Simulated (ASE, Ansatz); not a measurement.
## Germanene hexagonal flake, H-capped, Sn on Ge sites (72 atoms): support functions against a reference

Aim: test how closely localised support functions follow the reference on germanene hexagonal flake, H-capped, Sn on Ge sites (72 atoms), and at what cost. A setting counts as converged where the r.m.s. difference of forces stays under 1 % of the r.m.s. force.

Method: Kohn-Sham DFT, PBE, PAW (set soft_2), plane waves, in Ansatz 0.2.0.

### 1. Set-up

The cell holds 72 atoms: 10 Sn, 44 Ge and 18 H. Cell: a = 33.551 Å, b = 34.694 Å, c = 12.680 Å, α = 90.0°, β = 90.0°, γ = 90.0°. It derives from Ge (germanene) and Sn. Germanene (a = 4.03 Å), rectangular cell with x along the armchair direction; hexagon of inner radius 11 Å, edges capped with H, 12 Å of vacuum, 10 of 54 Ge replaced by Sn at random; not relaxed, displaced by a Gaussian of 0.02 Å. Regions: sheet, 54 atoms (10 Sn and 44 Ge); hydrogen, 18 atoms (18 H). Vacuum lies along a, b and c.

Limits known from the start: Beside vacuum, support functions can miss their usual error bounds without a warning. The main run has no spin polarisation, so any moments at edges, vacancies or dangling bonds can't form in it.

### 2. Plane-wave single point

The first run fixes the reference, at a cutoff of 420 eV.

input.yaml reads:

```yaml
crystal:
  lattice:
    - [33.55091, 0.0, 0.0]
    - [0.0, 34.69363, 0.0]
    - [0.0, 0.0, 12.68]
  atoms:
    - { symbol: Sn, position: [0.2569, 0.32572, 0.47249] }
    - { symbol: Ge, position: [0.22267, 0.38333, 0.52866] }
    - { symbol: Ge, position: [0.25665, 0.44165, 0.47354] }
    - { symbol: Ge, position: [0.22284, 0.5001, 0.5273] }
    - { symbol: Ge, position: [0.25786, 0.55878, 0.47363] }
    - { symbol: Ge, position: [0.223, 0.6159, 0.5268] }
    - { symbol: Ge, position: [0.25733, 0.67432, 0.47404] }
    - { symbol: Sn, position: [0.46477, 0.20968, 0.47247] }
    - { symbol: Sn, position: [0.32687, 0.3264, 0.52574] }
    - { symbol: Sn, position: [0.36227, 0.26887, 0.4719] }
    - { symbol: Ge, position: [0.43048, 0.26856, 0.52634] }
    - { symbol: Ge, position: [0.46554, 0.32601, 0.47261] }
    - { symbol: Ge, position: [0.32648, 0.44156, 0.52404] }
    - { symbol: Sn, position: [0.36131, 0.38356, 0.47385] }
    - { symbol: Ge, position: [0.4304, 0.38378, 0.52855] }
    - { symbol: Sn, position: [0.46553, 0.44314, 0.47146] }
    - { symbol: Ge, position: [0.32606, 0.55767, 0.52467] }
    - { symbol: Ge, position: [0.36159, 0.49887, 0.47247] }
    - { symbol: Ge, position: [0.43118, 0.50042, 0.52709] }
    - { symbol: Ge, position: [0.46563, 0.55733, 0.47249] }
    - { symbol: Ge, position: [0.32662, 0.67417, 0.52611] }
    - { symbol: Ge, position: [0.36016, 0.61457, 0.47375] }
    - { symbol: Sn, position: [0.42927, 0.61565, 0.52853] }
    - { symbol: Ge, position: [0.46453, 0.67453, 0.47052] }
    - { symbol: Ge, position: [0.36154, 0.73208, 0.47357] }
    - { symbol: Ge, position: [0.43096, 0.73218, 0.52949] }
    - { symbol: Ge, position: [0.46572, 0.7904, 0.47393] }
    - { symbol: Ge, position: [0.53466, 0.20809, 0.52559] }
    - { symbol: Ge, position: [0.53384, 0.32613, 0.52621] }
    - { symbol: Ge, position: [0.56872, 0.26794, 0.47575] }
    - { symbol: Ge, position: [0.63815, 0.26798, 0.52381] }
    - { symbol: Ge, position: [0.67361, 0.32538, 0.4731] }
    - { symbol: Ge, position: [0.5349, 0.44273, 0.52736] }
    - { symbol: Sn, position: [0.57006, 0.38333, 0.47521] }
    - { symbol: Sn, position: [0.63826, 0.38316, 0.52789] }
    - { symbol: Ge, position: [0.67401, 0.44239, 0.47535] }
    - { symbol: Ge, position: [0.53443, 0.55777, 0.52763] }
    - { symbol: Ge, position: [0.56916, 0.50145, 0.47348] }
    - { symbol: Ge, position: [0.63856, 0.49983, 0.52539] }
    - { symbol: Ge, position: [0.67336, 0.55869, 0.47308] }
    - { symbol: Ge, position: [0.53606, 0.67435, 0.5268] }
    - { symbol: Sn, position: [0.56932, 0.61579, 0.47145] }
    - { symbol: Ge, position: [0.63873, 0.61615, 0.52547] }
    - { symbol: Ge, position: [0.67418, 0.67506, 0.47428] }
    - { symbol: Ge, position: [0.53523, 0.79044, 0.52448] }
    - { symbol: Ge, position: [0.5682, 0.73293, 0.47381] }
    - { symbol: Ge, position: [0.63868, 0.73261, 0.52658] }
    - { symbol: Ge, position: [0.74106, 0.32638, 0.5267] }
    - { symbol: Ge, position: [0.74261, 0.4409, 0.52782] }
    - { symbol: Ge, position: [0.77776, 0.38352, 0.4725] }
    - { symbol: Ge, position: [0.74229, 0.55879, 0.52626] }
    - { symbol: Ge, position: [0.77777, 0.50052, 0.47197] }
    - { symbol: Ge, position: [0.74337, 0.67517, 0.52584] }
    - { symbol: Ge, position: [0.77677, 0.61572, 0.4753] }
    - { symbol: H, position: [0.23544, 0.28938, 0.50763] }
    - { symbol: H, position: [0.17945, 0.38445, 0.4907] }
    - { symbol: H, position: [0.17831, 0.50061, 0.49505] }
    - { symbol: H, position: [0.17978, 0.61583, 0.49435] }
    - { symbol: H, position: [0.23658, 0.71032, 0.50816] }
    - { symbol: H, position: [0.44296, 0.17304, 0.50775] }
    - { symbol: H, position: [0.33895, 0.23177, 0.5098] }
    - { symbol: H, position: [0.33865, 0.76905, 0.50496] }
    - { symbol: H, position: [0.44322, 0.82658, 0.5096] }
    - { symbol: H, position: [0.55745, 0.17336, 0.49098] }
    - { symbol: H, position: [0.66065, 0.23095, 0.49628] }
    - { symbol: H, position: [0.55752, 0.82746, 0.48893] }
    - { symbol: H, position: [0.6604, 0.76847, 0.49419] }
    - { symbol: H, position: [0.76401, 0.29038, 0.49494] }
    - { symbol: H, position: [0.82107, 0.38406, 0.50593] }
    - { symbol: H, position: [0.82182, 0.49939, 0.50575] }
    - { symbol: H, position: [0.76449, 0.71017, 0.49158] }
    - { symbol: H, position: [0.81953, 0.61625, 0.50438] }
kpoints:
  mp_grid: { grid: [1, 1, 1] }
hamiltonian:
  xc: pbe
scf:
  occupations: { method: gaussian, width: 0.05 }
output:
  forces: true
  populations: true
  dos:
    method: { smearing: { sigma: 0.1 } }
    de: 0.1
    projected:
      site_lists:
        Ge: [Ge]
        H: [H]
        Sn: [Sn]
        sheet: [0, 1, 2, 3, 4, 5, 6, 7, 8, 9, 10, 11, 12, 13, 14, 15, 16, 17, 18, 19, 20, 21, 22, 23, 24, 25, 26, 27, 28, 29, 30, 31, 32, 33, 34, 35, 36, 37, 38, 39, 40, 41, 42, 43, 44, 45, 46, 47, 48, 49, 50, 51, 52, 53]
        hydrogen: [54, 55, 56, 57, 58, 59, 60, 61, 62, 63, 64, 65, 66, 67, 68, 69, 70, 71]
  eigenvalues: true
```

Started as:

```console
ansatz run input.yaml --threads 32 --pin off --max-ram 143360MiB --backend cuda --events-out ev --progress --plain --runs-dir out
```

Numbers of over 12 decimals in the logs are rounded to 6 here.

Log:

```text
Engine: ansatz 0.2.0, aarch64-unknown-linux-gnu
Pseudopotentials: kind: paw
Pseudopotential: Sn, paw, valence charge 14, recommended cutoff 420 eV (normal), Sn.paw.azcp
Pseudopotential: Ge, paw, valence charge 14, recommended cutoff 420 eV (normal), Ge.paw.azcp
Pseudopotential: H, paw, valence charge 1, recommended cutoff 420 eV (normal), H.paw.azcp
[... 5 lines on functional and potentials left out ...]
device memory: the entry about to start is reckoned to put 20.4 GiB on a device that reports 182.5 GiB free
GPU FFT provider: cuFFT
GPU libraries: cuBLAS 13.8.1, cuFFT 12.4.0, cuSOLVER 12.3.2
GPU matrix products: emulated (plane waves: as basis.precision tells), large ones in fixed point in workspaces of 1.00 GiB
Crystal: 72 atoms, lattice volume = 14759.556 Å³
Basis set: ecut = 420 eV, 288441 PW (Γ), exchange–correlation on 450×480×180 points (8 copies of the dense FFT grid, shifted against one another)
Bands: 465, of which v1, the nominal top of the filled ones, is band 387 counted from 1 (386 counted from 0)
Symmetry: 1 space group operations
Space group: P1 (ITA 1), of the structure as read, at distance tolerance 2.5e-4 Å
k-points: 1
[... 7 lines on functional and potentials left out ...]
Initial density: superposition of atomic densities (neutral atoms: chi_scale 0, normalization atom), corrected by the library's trained network
Initial wavefunctions: pseudopotential atomic-orbital guess
GPU buffer pool allocated for 4860000 grid points (all kernels)
GPU transforms: local potential and band sums: pruned to the plane-wave sphere, on 225×240×90
Functional: x = pbe(κ = 0.804, μ = 0.219515), c = pbe(β = 0.066725)
SCF iter   1: F=—  HF=-249465.568460 eV  |F-HF|=—  |Δ(HF+E_count)|=         —  Δρ=8.33e-4  dr2=2.49e-1  ethr=1.77e-3  ⟨swp⟩=6.0  Hψ=1770  notcnv=0  defer=42
preconditioner: auto → Resta (q_TF=auto, 1.669 Å⁻¹)  ε∞=1.4  [insulator: Δε(μ)=0.659 eV  Ē_g=7.662 eV  σ=0.050 eV  W_gap=1.00  n_scr=1188 (ndim 8)  ℏωp=4.7 eV  f_vac=0.843  D(μ)=0.00/eV (n_scr^D=0)  ε∞_Penn≈1.4  vacuum switching on, ρ_ref=4.3e-3 e/Å³]
SCF iter   2: F=—  HF=-249465.585498 eV  |F-HF|=—  |Δ(HF+E_count)|=   1.70e-2  Δρ=4.58e-4  dr2=1.55e-1  ethr=3.22e-5  ⟨swp⟩=3.0  Hψ=1020  notcnv=0  defer=73
SCF iter   3: F=—  HF=-249465.626153 eV  |F-HF|=—  |Δ(HF+E_count)|=   4.07e-2  Δρ=3.69e-4  dr2=3.02e-1  ethr=2.00e-5  ⟨swp⟩=3.0  Hψ=483  notcnv=0  defer=73
SCF iter   4: F=—  HF=-249465.596419 eV  |F-HF|=—  |Δ(HF+E_count)|=   2.97e-2  Δρ=1.39e-4  dr2=1.98e-2  ethr=2.00e-5  ⟨swp⟩=2.0  Hψ=552  notcnv=0  defer=73
SCF iter   5: F=—  HF=-249465.599902 eV  |F-HF|=—  |Δ(HF+E_count)|=   3.48e-3  Δρ=7.55e-5  dr2=3.37e-3  ethr=2.55e-6  ⟨swp⟩=2.0  Hψ=460  notcnv=0  defer=73
SCF iter   6: F=—  HF=-249465.599901 eV  |F-HF|=—  |Δ(HF+E_count)|=   4.06e-7  Δρ=4.38e-5  dr2=6.55e-4  ethr=4.36e-7  ⟨swp⟩=2.0  Hψ=461  notcnv=0  defer=73
SCF iter   7: F=—  HF=-249465.600162 eV  |F-HF|=—  |Δ(HF+E_count)|=   2.61e-4  Δρ=2.39e-5  dr2=2.15e-4  ethr=8.47e-8  ⟨swp⟩=2.0  Hψ=463  notcnv=0  defer=73
SCF iter   8: F=—  HF=-249465.600197 eV  |F-HF|=—  |Δ(HF+E_count)|=   3.48e-5  Δρ=1.20e-5  dr2=3.88e-5  ethr=2.78e-8  ⟨swp⟩=2.0  Hψ=459  notcnv=0  defer=73
SCF iter   9: F=—  HF=-249465.603723 eV  |F-HF|=—  |Δ(HF+E_count)|=   3.53e-3  Δρ=7.25e-6  dr2=1.61e-5  ethr=5.01e-9  ⟨swp⟩=2.0  Hψ=528  notcnv=0  defer=73
SCF iter  10: F=—  HF=-249465.603736 eV  |F-HF|=—  |Δ(HF+E_count)|=   1.28e-5  Δρ=4.13e-6  dr2=5.08e-6  ethr=2.08e-9  ⟨swp⟩=2.0  Hψ=460  notcnv=0  defer=73
SCF iter  11: F=—  HF=-249465.603748 eV  |F-HF|=—  |Δ(HF+E_count)|=   1.23e-5  Δρ=1.91e-6  dr2=7.98e-7  ethr=6.56e-10  ⟨swp⟩=2.0  Hψ=465  notcnv=0  defer=73
SCF iter  12: F=—  HF=-249465.603754 eV  |F-HF|=—  |Δ(HF+E_count)|=   5.15e-6  Δρ=9.45e-7  dr2=2.77e-7  ethr=1.03e-10  ⟨swp⟩=2.0  Hψ=495  notcnv=0  defer=73
SCF iter  13: F=-249465.603755 eV  HF=-249465.603755 eV  |F-HF|=2.63e-7  |Δ(HF+E_count)|=   1.16e-6  Δρ=5.38e-7  dr2=8.59e-8  ethr=1.29e-11  ⟨swp⟩=26.0  Hψ=2883  notcnv=0
SCF 1 converged in 13 iterations: F = -249465.603755 eV  dr2 = 8.59e-8
  greatest PAW one-centre occupation: 0.998 electrons in one spin orbital (limit 2), on the Ge atom at site 1 (counted from 0), in its partial waves of l = 2
SCF converged after 13 iterations
Free energy (F): -249465.603755 eV
Harris-Foulkes:  -249465.603755 eV  (|F-HF|=2.63e-7)
Internal energy: -249465.603755 eV  (E = F + TS)
E sigma→0 (E₀):  -249465.603755 eV
Fermi energy:    -3.268452 eV
--- Per-component energies (eV) ---
  E_band       = -16529.791144
  E_kinetic    = 6995.299928
  E_local      = -605226.169792  (includes V_loc(G=0)·N_el)
  E_nonlocal   = 18087.709932
  E_hartree    = 292425.024073
  E_xc         = -7279.053983
  E_vxc        = -3962.892153  (∫ρ·V_xc dr)
  E_paw        = -130215.247221  (= ΣΔE_a)
  E_vpaw       = -17273.897728  (= ΣTr[D̂ρ^β])
  E_aug_tail   = -0.009385  (compensation charges beyond the density's cutoff)
  E_ewald      = 175746.842693
  E_smearing   = -0.000000  (= −TS)
  E_closure    = 0.000000  (closes the sum)
  Σ components = -249465.603755   (vs F -249465.603755, Δ=0.00e0)
--- Forces (eV/Å), atoms counted from 1 ---
[... 72 lines of forces left out ...]
  max |Σ_I F_I| component: 3.97e-5 eV/Å
--- Band table (eV) ---
[... left out ...]
--- Löwdin populations: 72 sites ---
  site symbol       q [e]
[... 72 lines, one an atom, left out ...]
  spilling = 0.003414 (of n_electrons = 774.000000)
```

The job ended after 5.9 s (1 × NVIDIA GB200 with 32 threads of Arm Neoverse V2, shared host; peak memory 3.8 GiB).

That memory is the host's; the program planned up to 20.4 GiB on the GPU. Forces of this run were stored rounded, and per-atom blocks of the log weren't kept.

Numbers from this run:

```yaml
free_energy: -249465.6038 eV
free_energy_per_atom: -3464.8001 eV/atom
scf_cycles: 13
r_m_s_force_component: 0.9792 eV/Å
longest_force: 4.203 eV/Å
fermi_energy: -3.268 eV
spacing_of_highest_filled_and_lowest_empty_level: 0.6484 eV
spilling_of_the_projection: 0.003414
```

Length of the force by element:

```
element  coordination  atoms  mean length of the force (eV/Å)  spread  least  most
     Ge           all     44                             1.10   0.585  0.144  2.16
      H           all     18                             1.21    1.15  0.140  4.20
     Sn           all     10                             2.79    1.04   1.22  4.01
```

Löwdin charges by element (they lack the spilled electrons, 0.037 e an atom on average):

```
element  coordination  atoms  mean charge (e)  spread    least     most
     Ge           all     44            0.016  0.0689   -0.152    0.102
      H           all     18          -0.0349  0.0267  -0.0957  -0.0184
     Sn           all     10            0.257  0.0897    0.025    0.372
```

Charge against the make-up of the first shell:

```
Sn neighbours of Ge  atoms  mean charge (e)
                  0     28            0.061
                  1     13           -0.045
                  2      3           -0.142
```

By region:

```
  region  atoms  mean length of the force (eV/Å)
   sheet     54                             1.41
hydrogen     18                             1.21
```

Density of states as counts of states in windows of 0.5 eV (from the Fermi level), total and some projections:

```
from (eV)  to (eV)  total  Ge p  Ge s  Sn p  H s  Sn s
      -10     -9.5   11.7   1.9   7.3   0.5  0.7   1.2
     -9.5       -9   12.4   2.2   7.4   0.6  0.7   1.5
       -9     -8.5    6.3   1.2   3.5   0.3  0.5   0.7
     -8.5       -8    4.0   0.8   2.3   0.1  0.7   0.1
       -8     -7.5    7.2   1.6   3.2   0.5  1.0   0.9
     -7.5       -7   10.3   3.0   4.6   0.7  1.0   0.9
       -7     -6.5    8.7   2.4   3.6   0.6  1.1   0.8
     -6.5       -6    7.3   2.0   3.2   0.5  0.9   0.6
       -6     -5.5    4.5   1.3   1.8   0.3  0.5   0.4
     -5.5       -5    4.0   1.1   1.6   0.4  0.4   0.4
       -5     -4.5    2.1   0.7   0.6   0.2  0.2   0.3
     -4.5       -4    9.7   4.6   1.2   1.2  2.0   0.5
       -4     -3.5    8.1   4.4   0.8   0.7  1.7   0.4
     -3.5       -3   14.2   9.1   0.8   1.6  2.3   0.2
       -3     -2.5   14.2   9.3   0.6   2.5  1.4   0.2
     -2.5       -2   22.3  16.6   0.8   3.0  1.4   0.2
       -2     -1.5   22.5  17.1   0.7   3.8  0.5   0.2
     -1.5       -1   23.2  17.7   1.1   3.5  0.3   0.2
       -1     -0.5   13.6  10.1   0.6   2.4  0.3   0.2
     -0.5        0    4.2   3.3   0.3   0.5  0.0   0.0
        0      0.5    4.3   3.3   0.3   0.6  0.1   0.1
      0.5        1   13.8  10.0   0.9   2.3  0.1   0.2
        1      1.5   12.1   8.6   1.1   1.8  0.1   0.2
      1.5        2   12.7   7.8   2.0   1.6  0.4   0.4
        2      2.5   29.3  16.4   4.8   3.3  0.7   0.7
      2.5        3   12.9   6.5   2.4   1.5  0.6   0.6
```

Between -25 and -10 eV lie 564 more states.

Not all projections were asked for or kept, so they needn't add up to the total.

The levels nearest the highest filled one (over half full), pooled over k-points and spins:

```
level less the highest filled one (eV)  occupation
                                -0.542           2
                                -0.344           2
                                -0.336           2
                                -0.260           2
                               -0.0116           2
                                     0           2
                                 0.648           0
                                 0.689           0
                                 0.918           0
                                 0.938           0
                                 0.961           0
                                  1.10           0
```

Mean Löwdin charges: Ge +0.02, H -0.03, Sn +0.26 e (they miss 0.34 % of the electrons, so they add up to more than the cell's charge). Charges this small depend on the projection, at times even in sign. The charge on Ge changes by -0.104 e for each Sn neighbour that takes the place of another kind, on average. The largest share in the top eV of filled states is Ge p (76 % of the projected weight), and in the lowest eV of empty states Ge p (75 % of the projected weight).

### 3. Local order

Bonds and neighbours are counted at the geometry of the runs.

Normalised to the volume that the atoms fill. g(r), total and by pair (bins of 0.2 Å):

```
r (Å)  total  Ge-Ge  Ge-H  Ge-Sn   H-H  H-Sn  Sn-Sn
 1.40   0.56   0.00  1.85   0.00  0.00  0.00   0.00
 1.60   1.36   0.00  3.44   0.00  0.00  4.47   0.00
 1.80   0.00   0.00  0.00   0.00  0.00  0.00   0.00
 2.00   0.00   0.00  0.00   0.00  0.00  0.00   0.00
 2.20   0.00   0.00  0.00   0.00  0.00  0.00   0.00
 2.40   2.98   5.41  0.00   4.64  0.00  0.00   8.86
 2.60   0.04   0.10  0.00   0.00  0.00  0.00   0.00
 2.80   0.00   0.00  0.00   0.00  0.00  0.00   0.00
 3.00   0.00   0.00  0.00   0.00  0.00  0.00   0.00
 3.20   0.23   0.00  0.75   0.00  0.00  0.00   0.00
 3.40   0.57   0.00  1.59   0.00  0.00  1.27   0.00
 3.60   0.00   0.00  0.00   0.00  0.00  0.00   0.00
 3.80   0.10   0.00  0.00   0.00  1.64  0.00   0.00
 4.00   2.08   3.33  0.00   3.32  2.93  0.00   4.70
 4.20   0.19   0.00  0.53   0.09  0.00  0.19   0.00
 4.40   0.14   0.00  0.34   0.00  0.00  0.57   0.00
 4.60   0.32   0.51  0.00   0.73  0.00  0.00   0.00
 4.80   0.32   0.53  0.00   0.65  0.00  0.00   0.56
 5.00   0.00   0.00  0.00   0.00  0.00  0.00   0.00
 5.20   0.01   0.00  0.03   0.00  0.00  0.00   0.00
 5.40   0.30   0.00  0.84   0.00  0.00  0.62   0.00
 5.60   0.00   0.00  0.00   0.00  0.00  0.00   0.00
 5.80   0.00   0.00  0.00   0.00  0.00  0.00   0.00
 6.00   0.03   0.00  0.11   0.00  0.00  0.00   0.00
 6.20   0.78   1.15  0.17   1.40  0.00  0.47   1.33
 6.40   0.00   0.00  0.00   0.00  0.00  0.00   0.00
 6.60   0.14   0.00  0.39   0.00  0.00  0.24   0.00
 6.80   0.00   0.00  0.00   0.00  0.00  0.00   0.00
```

Bonds by pair of elements; cutoffs follow the first minimum of g(r), held within bounds set by covalent radii, and pairs that aren't listed don't count as bonded:

```
pair A-B  cutoff (Å)  bonds  mean length (Å)  spread (Å)  shortest (Å)  B about A  A about B
   Ge-Ge        2.88     49             2.42       0.028          2.36       2.23       2.23
    Ge-H        1.89     15             1.52       0.025          1.47      0.341      0.833
   Ge-Sn        3.03     19             2.44       0.025          2.39      0.432        1.9
    H-Sn        2.04      3             1.54       0.027          1.52      0.167        0.3
   Sn-Sn        2.84      4             2.41       0.024          2.38        0.8        0.8
```

How many atoms have how many bonded neighbours:

```
element  mean   1   3
     Ge     3   0  44
      H     1  18   0
     Sn     3   0  10
```

Bond angles, per cent of each kind in bins of 5°:

```
angle (°)  Ge-Ge-Ge  Ge-Ge-Sn  Ge-Ge-H  Ge-Sn-Ge
  105–110       0.0       0.0      7.1       0.0
  110–115      97.1      96.7     92.9     100.0
  115–120       2.9       3.3      0.0       0.0
```

Bond angles (no mean is given where the spread exceeds 20°):

```
   angle  count  mean (°)  spread (°)
Ge-Ge-Ge     69       113         1.1
Ge-Ge-Sn     30       112           1
 Ge-Ge-H     28       113         1.3
Ge-Sn-Ge     13       112         0.7
Ge-Sn-Sn      8       113         0.6
```

With the cutoffs above, all Ge atoms have 3, all H atoms have 1 and all Sn atoms have 3 bonded neighbours. The Ge-Ge-Ge angle averages 113° with a spread of 1.1°.

[end of part 1 of 2]

[Logs are printed without paths, hosts, clocks, repeated set-up lines and the standing remarks that a program may print on its own settings, such as how far it seeks lower states.]

[Hosts, paths, dates, database ids (printed as entryN), source tags and the programs' standing remarks are cut or masked in the printed files.]
